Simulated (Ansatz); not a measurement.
An input for Ansatz 0.2.0 (InSe (P-6m2)):

```yaml
crystal:
  lattice:
    - [3.9748709455, 0.0, 0.0]
    - [-1.9874354728, 3.4423392156, 0.0]
    - [0.0, 0.0, 16.2636494814]
  atoms:
    - { symbol: In, position: [0.0, 0.0, 0.5842950809] }
    - { symbol: In, position: [0.0, 0.0, 0.4157049191] }
    - { symbol: In, position: [0.3333333333, 0.6666666667, 0.9156997426] }
    - { symbol: In, position: [0.3333333333, 0.6666666667, 0.0843002574] }
    - { symbol: Se, position: [0.6666666667, 0.3333333333, 0.8378264049] }
    - { symbol: Se, position: [0.6666666667, 0.3333333333, 0.1621735951] }
    - { symbol: Se, position: [0.3333333333, 0.6666666667, 0.6621026916] }
    - { symbol: Se, position: [0.3333333333, 0.6666666667, 0.3378973084] }
kpoints:
  mp_grid: { grid: [6, 6, 2] }
hamiltonian:
  xc: lda
scf:
  occupations: { method: fixed }
gw:
  n_empty_bands: 389
  ecut_chi: 84
  qp_bands: [v2, c2]
  qp_kpoints: band_edges
  screening: { model: contour_deformation }
```

```sh
ansatz run input.yaml --threads 3 --pin off --max-ram 92160MiB --backend cuda --events-out ev --progress --plain --runs-dir out --devices 1 --max-vram 13GiB
```

**Question.** How long will it take on 1 × NVIDIA H100 80GB HBM3 (shared by 6 runs) with 3 threads of AMD EPYC 7R13 (Zen 3), shared host, and how much memory?

It took 67 s; on shared hardware allow 33 s to 2.2 min. Peak host memory was 2.2 GiB. The sizes that set the cost: 4387 plane waves a state, 14 irreducible k points, 447 bands summed, 355 plane waves in the screening and 8 SCF cycles.

The screening grows as filled bands × empty bands × pairs of k points, times the square of the screening basis for the matrix.

[Paths, hosts, dates, memory and timing lines, banners, echoed tables and standing remarks are left out of the program output.]

[Logs are printed without paths, hosts, clocks, repeated set-up lines and the standing remarks that a program may print on its own settings, such as how far it seeks lower states.]

[Runs of the session that timed out or met a known fault of the program may be left out.]

[Cells called generated may have been cut or substituted from an entry of the Crystallography Open Database or the Materials Project.]

[Hosts, paths, dates, database ids (printed as entryN), source tags and the programs' standing remarks are cut or masked in the printed files.]
